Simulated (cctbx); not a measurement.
# A crystallographic session in cctbx: DyTi

Library: cctbx 2025.11. The data are simulated by the first script.

## 1. Simulate the data

run.py:

```python
from cctbx import adptbx, crystal, miller, sgtbx, xray
from cctbx.array_family import flex
from iotbx.shelx import hklf
from scitbx import matrix
import scitbx.random

cs = crystal.symmetry(unit_cell=(3.587, 3.587, 3.587, 90, 90, 90), space_group_symbol='Hall: -P 4 2 3')  # Pm-3m
atoms = [  # label, site, U (iso, or U11 U22 U33 U12 U13 U23 in A^2), occupancy
    ("Dy1", (0.5, 0.5, 0.5), (0.0128, 0.0128, 0.0128, 0.0000, 0.0000, -0.0000), 1),
    ("Ti1", (0, 0, 0), (0.0096, 0.0096, 0.0096, -0.0000, 0.0000, -0.0000), 1),
]
xs = xray.structure(crystal_symmetry=cs)
for label, site, u, occ in atoms:
    u = adptbx.u_cif_as_u_star(cs.unit_cell(), u) if isinstance(u, tuple) else u
    xs.add_scatterer(xray.scatterer(label, site=site, u=u, occupancy=occ))
xs.set_inelastic_form_factors(1.3414, "sasaki")
xs.show_summary()
p1 = xs.expand_to_p1()
ms = miller.build_set(p1, anomalous_flag=True, d_min=0.8)
flex.set_random_seed(23931)
scitbx.random.set_random_seed(23931)
ms = ms.select(flex.random_double(ms.size()) < 0.8)
i = ms.structure_factors_from_scatterers(p1, algorithm="direct").f_calc().as_intensity_array().data()
i = i * 5000 / flex.max(i)
sig = flex.sqrt(i + flex.pow2(0.02 * i) + 15 ** 2)
noise = scitbx.random.variate(scitbx.random.normal_distribution())(i.size())
data = ms.array(data=i + sig * noise, sigmas=sig).set_observation_type_xray_intensity()
with open("data.hkl", "w") as f:
    data.export_as_shelx_hklf(f)
print("reflections written:", data.size(), " <I/sigma> = %.1f" % flex.mean(data.data() / data.sigmas()))
for h, a, b in list(data.sort("data"))[:12]:
    print("%4d%4d%4d %9.1f %7.1f" % (h + (a, b)))
```

```console
$ python run.py
```

```text
Number of scatterers: 2
At special positions: 2
Unit cell: (3.587, 3.587, 3.587, 90, 90, 90)
Space group: P m -3 m (No. 221)
reflections written: 313  <I/sigma> = 23.2
   0   1   1    5164.7   123.4
   0  -1   1    5112.6   123.4
   1   1   0    5093.0   123.4
   1  -1   0    5052.9   123.4
   1   0  -1    4999.8   123.4
  -1   1   0    4987.3   123.4
   0   1  -1    4970.5   123.4
  -1   0  -1    4953.2   123.4
  -1   0   1    4903.7   123.4
   0  -1  -1    4853.7   123.4
   0   0  -2    3705.9    95.6
   0   0   2    3688.1    95.6
```

It took 0.33 s on 1 thread of Arm Neoverse N1 (shared host), peak memory 0.07 GiB.

## 2. Symmetry

run.py:

```python
from cctbx import crystal, sgtbx, statistics
from cctbx.array_family import flex
from iotbx.shelx import hklf

p1 = crystal.symmetry(unit_cell=(3.587, 3.587, 3.587, 90, 90, 90), space_group_symbol="P 1")
raw = hklf.reader(file_name="data.hkl").as_miller_arrays(crystal_symmetry=p1, anomalous=True)[0]
print(raw.size(), "reflections to d = %.3f A" % raw.d_min())
isig = raw.data() / raw.sigmas()
print("centring   violations  <I/sigma> of those")
best = "P"
for c in "ABCIRF":
    a = raw.customized_copy(space_group_info=sgtbx.space_group_info("Hall: %s 1" % c)).sys_absent_flags().data()
    m = flex.mean(isig.select(a))
    print("%5s %10d of %5d %8.1f" % (c, (isig.select(a) > 4).count(True), a.count(True), m))
    if (isig.select(a) > 4).count(True) < 0.01 * a.count(True):
        best = c
raw = raw.select(~raw.customized_copy(space_group_info=sgtbx.space_group_info("Hall: %s 1" % best)).sys_absent_flags().data())
isig = raw.data() / raw.sigmas()
rows = []
for s in sgtbx.space_group_symbol_iterator():
    g = sgtbx.space_group(s)
    if g.conventional_centring_type_symbol() != best or not g.is_compatible_unit_cell(p1.unit_cell(), 1e-3, 0.02):
        continue
    rows.append((s, g))
print("Laue class    unique    Rint  (classes that these axes allow; Friedel mates merged)")
rint = {}
for s, g in rows:
    laue = g.build_derived_patterson_group()
    key = laue.type().hall_symbol()
    if key not in rint:
        m = raw.customized_copy(space_group_info=laue.info(), anomalous_flag=False).merge_equivalents()
        rint[key] = m.r_int()
        print("%-14s %6d %7.3f" % (laue.type().lookup_symbol(), m.array().size(), m.r_int()))
floor = min(rint.values())
good = [(s, g) for s, g in rows if rint[g.build_derived_patterson_group().type().hall_symbol()] < 2 * floor + 0.03]
top = max(g.build_derived_patterson_group().order_z() for s, g in good)
print("space group    extra absences  I>4sigma  <I/sigma>")
for s, g in good:
    laue = g.build_derived_patterson_group()
    if laue.order_z() != top:
        continue
    a = raw.customized_copy(space_group_info=g.info()).sys_absent_flags().data()
    a &= ~raw.customized_copy(space_group_info=laue.info()).sys_absent_flags().data()
    bad = (isig.select(a) > 4).count(True)
    if bad <= 0.03 * a.count(True):
        print("%-16s %8d %10d %9s  %s" % (s.universal_hermann_mauguin(), a.count(True), bad, "%.1f" % flex.mean(isig.select(a)) if a.count(True) else "-", "centric" if g.is_centric() else "acentric"))
laue = max(good, key=lambda t: t[1].build_derived_patterson_group().order_z())[1].build_derived_patterson_group()
f = raw.customized_copy(space_group_info=laue.info(), anomalous_flag=False).merge_equivalents().array().eliminate_sys_absent().f_sq_as_f()
f.set_observation_type_xray_amplitude()
bins = max(3, min(8, f.size() // 12))
f.setup_binner(n_bins=bins)
w = statistics.wilson_plot(f, {e: n / laue.order_z() for e, n in {'Dy': 1.0, 'Ti': 1.0}.items()}, e_statistics=True)
print("Wilson B = %.2f A^2   <|E^2-1|> = %.3f (0.968 centric, 0.736 acentric)   E^2>4: %.1f %%" % (w.wilson_b, w.mean_e_sq_minus_1, w.percent_e_sq_gt_2))
print("shell (A)         n   <I/sigma>")
m = raw.customized_copy(space_group_info=laue.info(), anomalous_flag=False).merge_equivalents().array().eliminate_sys_absent()
for b in m.setup_binner(n_bins=bins).range_used():
    sel = m.binner().selection(b)
    print("%5.2f - %4.2f %6d %8.1f" % (min(m.binner().bin_d_range(b)[0] if m.binner().bin_d_range(b)[0] > 0 else 99, 99), m.binner().bin_d_range(b)[1], sel.count(True), flex.mean((m.data() / m.sigmas()).select(sel))))
```

```console
$ python run.py
```

```text
313 reflections to d = 0.802 A
centring   violations  <I/sigma> of those
    A        151 of   151     23.4
    B        139 of   139     24.1
    C        146 of   146     23.7
    I        142 of   142     16.6
    R        198 of   198     23.3
    F        218 of   218     23.7
Laue class    unique    Rint  (classes that these axes allow; Friedel mates merged)
P -1              189   0.020
P 1 2/m 1         116   0.023
P 1 1 2/m         115   0.023
P 2/m 1 1         114   0.021
P m m m            77   0.024
P 4/m              60   0.025
P 4/m m m          46   0.025
R -3 :R            66   0.024
R -3 m :R          46   0.025
P m -3             27   0.027
P m -3 m           21   0.027
space group    extra absences  I>4sigma  <I/sigma>
P 4 3 2                 0          0         -  acentric
P -4 3 m                0          0         -  acentric
P m -3 m                0          0         -  centric
Wilson B = 1.20 A^2   <|E^2-1|> = 0.671 (0.968 centric, 0.736 acentric)   E^2>4: 0.0 %
shell (A)         n   <I/sigma>
 3.59 - 1.15      9     88.5
 1.15 - 0.92      5     98.0
 0.92 - 0.80      7     66.5
```

Time: 0.57 s.

## 3. Charge flipping

run.py:

```python
import itertools
from cctbx import crystal, maptbx
from cctbx.array_family import flex
from iotbx.shelx import hklf
from smtbx.ab_initio import charge_flipping as cf

cs = crystal.symmetry(unit_cell=(3.587, 3.587, 3.587, 90, 90, 90), space_group_symbol='Hall: -P 4 2 3')  # Pm-3m
raw = hklf.reader(file_name="data.hkl").as_miller_arrays(crystal_symmetry=cs, anomalous=True)[0]
merged = raw.eliminate_sys_absent().merge_equivalents()
fo2 = merged.array().set_observation_type_xray_intensity()
f = fo2.average_bijvoet_mates().f_sq_as_f().resolution_filter(d_min=0.9)
p1 = f.expand_to_p1()
work = p1
flex.set_random_seed(30421)
it = cf.weak_reflection_improved_iterator(delta=None, weak_reflection_fraction=0.3)
it.start(work, phases=flex.random_double(p1.size()) * 6.2832, f_000=0)
it.delta = 0.9 * it.rho_map.sigma()
print("cycle      R  skewness")
for n, st in enumerate(itertools.islice(it, 300)):
    if n % 25 == 0:
        print("%5d %6.3f %8.2f" % (n, st.r1_factor(), st.rho_map.skewness()))
rho = p1.phase_transfer(it.f_calc).fft_map().apply_volume_scaling()
polish = cf.low_density_elimination_iterator(constant_rho_c=rho.sigma())
polish.start(f_obs=p1, phases=it.f_calc, f_000=0)
for _ in range(8):
    next(polish)
print("origin shift          correlation  skewness")
maps = []
for fc, shift, cc in itertools.islice(cf.f_calc_symmetrisations(f, polish.f_calc, 0), 4):
    m = f.phase_transfer(fc).fft_map(symmetry_flags=maptbx.use_space_group_symmetry, resolution_factor=0.25).apply_sigma_scaling()
    maps.append((m.skewness(), cc, m))
    print("%6.3f %6.3f %6.3f %10.3f %9.2f" % (tuple(shift) + (cc, m.skewness())))
skew, cc, m = max((t for t in maps if t[1] > maps[0][1] - 0.04), key=lambda t: t[0])
print("taken: symmetry correlation %.3f, skewness %.2f" % (cc, skew))
peaks = m.peak_search(parameters=maptbx.peak_search_parameters(min_distance_sym_equiv=0.9, max_clusters=7)).all()
sps = cs.special_position_settings(min_distance_sym_equiv=0.5)
print("peak      x       y       z  mult  height/sigma")
for k, (x, h) in enumerate(zip(peaks.sites(), peaks.heights())):
    ss = sps.site_symmetry(x)
    print("Q%-3d %7.4f %7.4f %7.4f %4d %8.1f" % ((k + 1,) + tuple(t % 1 for t in ss.exact_site()) + (ss.multiplicity(), h)))
```

```console
$ python run.py
```

```text
cycle      R  skewness
    0  0.439     0.47
   25  0.317     3.38
   50  0.299     3.22
   75  0.313     3.26
  100  0.350     3.19
  125  0.316     3.00
  150  0.316     3.24
  175  0.315     3.27
  200  0.336     3.16
  225  0.296     3.21
  250  0.311     3.16
  275  0.373     3.09
origin shift          correlation  skewness
 0.158  0.270  0.915      0.920      0.91
 0.175  0.262  0.077      0.935      0.91
 0.481  0.535  0.836      0.869      0.45
-0.093  0.521  0.843      0.959      0.25
taken: symmetry correlation 0.920, skewness 0.91
peak      x       y       z  mult  height/sigma
Q1    0.0000  0.2641  0.5000   12      3.6
Q2    0.0000  0.0000  0.0000    1      2.7
Q3    0.3500  0.3500  0.3500    8      0.7
Q4    0.1648  0.1648  0.1648    8      0.3
Q5    0.5000  0.5000  0.5000    1     -0.9
```

Time: 0.89 s.

## 4. Refinement (model from the peaks)

run.py:

```python
import math
from cctbx import adptbx, crystal, maptbx, sgtbx, xray
from cctbx.array_family import flex
from cctbx.xray import observations
from iotbx.shelx import hklf
from scitbx.lstbx import normal_eqns_solving
from smtbx import absolute_structure, utils
from smtbx.refinement import constraints, least_squares

cs = crystal.symmetry(unit_cell=(3.587, 3.587, 3.587, 90, 90, 90), space_group_symbol='Hall: -P 4 2 3')  # Pm-3m
atoms = [  # label, site, U (iso, or U11 U22 U33 U12 U13 U23 in A^2), occupancy
    ("Dy1", (0, 0, 0), 0.0200, 1),
]
xs = xray.structure(crystal_symmetry=cs)
for label, site, u, occ in atoms:
    u = adptbx.u_cif_as_u_star(cs.unit_cell(), u) if isinstance(u, tuple) else u
    xs.add_scatterer(xray.scatterer(label, site=site, u=u, occupancy=occ))
xs.set_inelastic_form_factors(1.3414, "sasaki")
raw = hklf.reader(file_name="data.hkl").as_miller_arrays(crystal_symmetry=cs, anomalous=True)[0]
merged = raw.eliminate_sys_absent().merge_equivalents()
fo2 = merged.array().set_observation_type_xray_intensity()
print("Rint %.3f, %d unique reflections to %.2f A" % (merged.r_int(), fo2.size(), fo2.d_min()))
for sc in xs.scatterers():
    sc.flags.set_grad_site(True)
    sc.flags.set_grad_u_aniso(sc.flags.use_u_aniso())
    sc.flags.set_grad_u_iso(sc.flags.use_u_iso())
obs = fo2.as_xray_observations()
extra = {}
rep = constraints.reparametrisation(xs, [], utils.connectivity_table(xs), **extra)
ls = least_squares.crystallographic_ls(obs, rep, weighting_scheme=least_squares.mainstream_shelx_weighting(a=0, b=0))
print("cycle     R1     wR2    GooF  max shift (A)")
for cycle in range(6):
    ls.build_up()
    r1, wr2, goof = ls.r1_factor(cutoff_factor=2)[0], ls.wR2(), ls.goof()
    old = xs.sites_cart()
    normal_eqns_solving.levenberg_marquardt_iterations(ls, n_max_iterations=3, tau=0.0001, step_threshold=1e-7)
    big = flex.max((xs.sites_cart() - old).norms())
    print("%4d %7.4f %7.4f %7.3f %9.5f" % (cycle + 1, r1, wr2, goof, big))
    ls.build_up(objective_only=True)
    if abs(ls.wR2() - wr2) < 5e-5 and big < 5e-4:
        break
ls.build_up()
print("final R1 %.4f wR2 %.4f GooF %.3f  parameters %d  data/parameter %.1f" % (ls.r1_factor(cutoff_factor=2)[0], ls.wR2(), ls.goof(), ls.n_parameters, fo2.size() / ls.n_parameters))
cov = ls.covariance_matrix_and_annotations()
su = dict(zip(cov.annotations, (math.sqrt(max(v, 0)) for v in cov.matrix.matrix_packed_u_diagonal())))
a2 = cs.unit_cell().reciprocal_parameters()[0] ** -2
print("atom        x        y        z      Ueq    occ   su(xyz)  su(Uiso or U11)")
for sc in xs.scatterers():
    s = max(su.get(sc.label + k, 0) for k in (".x", ".y", ".z"))
    npd = "" if sc.is_positive_definite_u(cs.unit_cell()) else "  NPD"
    print("%-5s %8.5f %8.5f %8.5f %8.4f %6.3f %8.5f %7.4f%s" % ((sc.label,) + sc.site + (sc.u_iso_or_equiv(cs.unit_cell()), sc.occupancy, s, su.get(sc.label + ".uiso", su.get(sc.label + ".u11", 0) * a2), npd)))
fo = fo2.f_sq_as_f()
fc = fo.structure_factors_from_scatterers(xs, algorithm="direct").f_calc()
diff = fo.f_obs_minus_f_calc(1 / math.sqrt(ls.scale_factor()), fc).average_bijvoet_mates()
m = diff.fft_map(symmetry_flags=maptbx.use_space_group_symmetry, resolution_factor=0.25).apply_volume_scaling()
print("difference map: max %.2f min %.2f rms %.2f" % (m.statistics().max(), m.statistics().min(), m.statistics().sigma()))
peaks = m.peak_search(parameters=maptbx.peak_search_parameters(min_distance_sym_equiv=0.6, max_clusters=6)).all()
near = xs.closest_distances(peaks.sites(), distance_cutoff=4)
sps = cs.special_position_settings(min_distance_sym_equiv=0.5)
for k, (x, h) in enumerate(zip(peaks.sites(), peaks.heights())):
    ss = sps.site_symmetry(x)
    print("Q%-3d %7.4f %7.4f %7.4f %4d %7.2f  %.2f A from %s" % ((k + 1,) + tuple(t % 1 for t in ss.exact_site()) + (ss.multiplicity(), h, near.smallest_distances[k], xs.scatterers()[near.i_seqs[k]].label)))
```

```console
$ python run.py
```

```text
Rint 0.027, 21 unique reflections to 0.80 A
cycle     R1     wR2    GooF  max shift (A)
   1  0.3164  0.5859  55.061   0.00000
   2  0.3034  0.5518  51.852   0.00000
final R1 0.3034 wR2 0.5518 GooF 51.852  parameters 1  data/parameter 21.0
atom        x        y        z      Ueq    occ   su(xyz)  su(Uiso or U11)
Dy1    0.00000  0.00000  0.00000   0.0055  1.000  0.00000  0.0087
difference map: max 91.76 min -4.63 rms 5.36
Q1    0.5000  0.5000  0.5000    1   91.76  3.11 A from Dy1
Q2    0.0000  0.0000  0.0000    1   36.37  0.00 A from Dy1
Q3    0.3202  0.3202  0.3202    8    2.33  1.99 A from Dy1
Q4    0.0000  0.0000  0.5000    3    2.31  1.79 A from Dy1
Q5    0.1776  0.5000  0.5000    6    2.30  2.62 A from Dy1
Q6    0.1481  0.1481  0.2983   24    1.58  1.31 A from Dy1
```

Time: 0.52 s.

Figures of merit this high mean that the model is still wrong or incomplete.

## 5. Refinement (atoms added from the difference map)

run.py, as its changes from the last script of this kind:

```diff
@@ -12 +12,2 @@
-    ("Dy1", (0, 0, 0), 0.0200, 1),
+    ("Dy1", (0, 0, 0), 0.0055, 1),
+    ("Ti1", (0.5, 0.5, 0.5), 0.0200, 1),
@@ -57 +58 @@
-peaks = m.peak_search(parameters=maptbx.peak_search_parameters(min_distance_sym_equiv=0.6, max_clusters=6)).all()
+peaks = m.peak_search(parameters=maptbx.peak_search_parameters(min_distance_sym_equiv=0.6, max_clusters=5)).all()
```

```console
$ python run.py
```

```text
Rint 0.027, 21 unique reflections to 0.80 A
cycle     R1     wR2    GooF  max shift (A)
   1  0.0730  0.1702  16.407   0.00000
   2  0.0039  0.0077   0.744   0.00000
final R1 0.0039 wR2 0.0077 GooF 0.744  parameters 2  data/parameter 10.5
atom        x        y        z      Ueq    occ   su(xyz)  su(Uiso or U11)
Dy1    0.00000  0.00000  0.00000   0.0128  1.000  0.00000  0.0001
Ti1    0.50000  0.50000  0.50000   0.0096  1.000  0.00000  0.0002
difference map: max 0.20 min -0.13 rms 0.05
Q1    0.0000  0.0000  0.5000    3    0.20  1.79 A from Dy1
Q2    0.2744  0.2744  0.2744    8    0.17  1.40 A from Ti1
Q3    0.2638  0.5000  0.5000    6    0.14  0.85 A from Ti1
Q4    0.0000  0.2859  0.5000   12    0.11  1.95 A from Ti1
Q5    0.2878  0.2878  0.5000   12    0.10  1.08 A from Ti1
```

Time: 0.5 s.

## 6. Refinement (anisotropic displacement)

run.py, as its changes from the last script of this kind:

```diff
@@ -12,2 +12,2 @@
-    ("Dy1", (0, 0, 0), 0.0055, 1),
-    ("Ti1", (0.5, 0.5, 0.5), 0.0200, 1),
+    ("Dy1", (0, 0, 0), 0.0128, 1),
+    ("Ti1", (0.5, 0.5, 0.5), 0.0096, 1),
@@ -19,0 +20 @@
+xs.convert_to_anisotropic()
@@ -33 +34 @@
-for cycle in range(6):
+for cycle in range(8):
@@ -37 +38 @@
-    normal_eqns_solving.levenberg_marquardt_iterations(ls, n_max_iterations=3, tau=0.0001, step_threshold=1e-7)
+    normal_eqns_solving.levenberg_marquardt_iterations(ls, n_max_iterations=3, tau=1e-06, step_threshold=1e-7)
@@ -58 +59 @@
-peaks = m.peak_search(parameters=maptbx.peak_search_parameters(min_distance_sym_equiv=0.6, max_clusters=5)).all()
+peaks = m.peak_search(parameters=maptbx.peak_search_parameters(min_distance_sym_equiv=0.6, max_clusters=6)).all()
```

```console
$ python run.py
```

```text
Rint 0.027, 21 unique reflections to 0.80 A
cycle     R1     wR2    GooF  max shift (A)
   1  0.0039  0.0077   0.747   0.00000
final R1 0.0039 wR2 0.0077 GooF 0.744  parameters 2  data/parameter 10.5
atom        x        y        z      Ueq    occ   su(xyz)  su(Uiso or U11)
Dy1    0.00000  0.00000  0.00000   0.0128  1.000  0.00000  0.0001
Ti1    0.50000  0.50000  0.50000   0.0096  1.000  0.00000  0.0002
difference map: max 0.20 min -0.13 rms 0.05
Q1    0.0000  0.0000  0.5000    3    0.20  1.79 A from Dy1
Q2    0.2744  0.2744  0.2744    8    0.17  1.40 A from Ti1
Q3    0.2638  0.5000  0.5000    6    0.14  0.85 A from Ti1
Q4    0.0000  0.2859  0.5000   12    0.11  1.95 A from Ti1
Q5    0.2878  0.2878  0.5000   12    0.10  1.08 A from Ti1
Q6    0.0000  0.2365  0.2365   12    0.08  1.20 A from Dy1
```

Run time: 0.48 s on 1 thread of Arm Neoverse N1, with other jobs on the host, peak memory 0.09 GiB.

[Logs are printed without paths, hosts, clocks, repeated set-up lines and the standing remarks that a program may print on its own settings, such as how far it seeks lower states.]
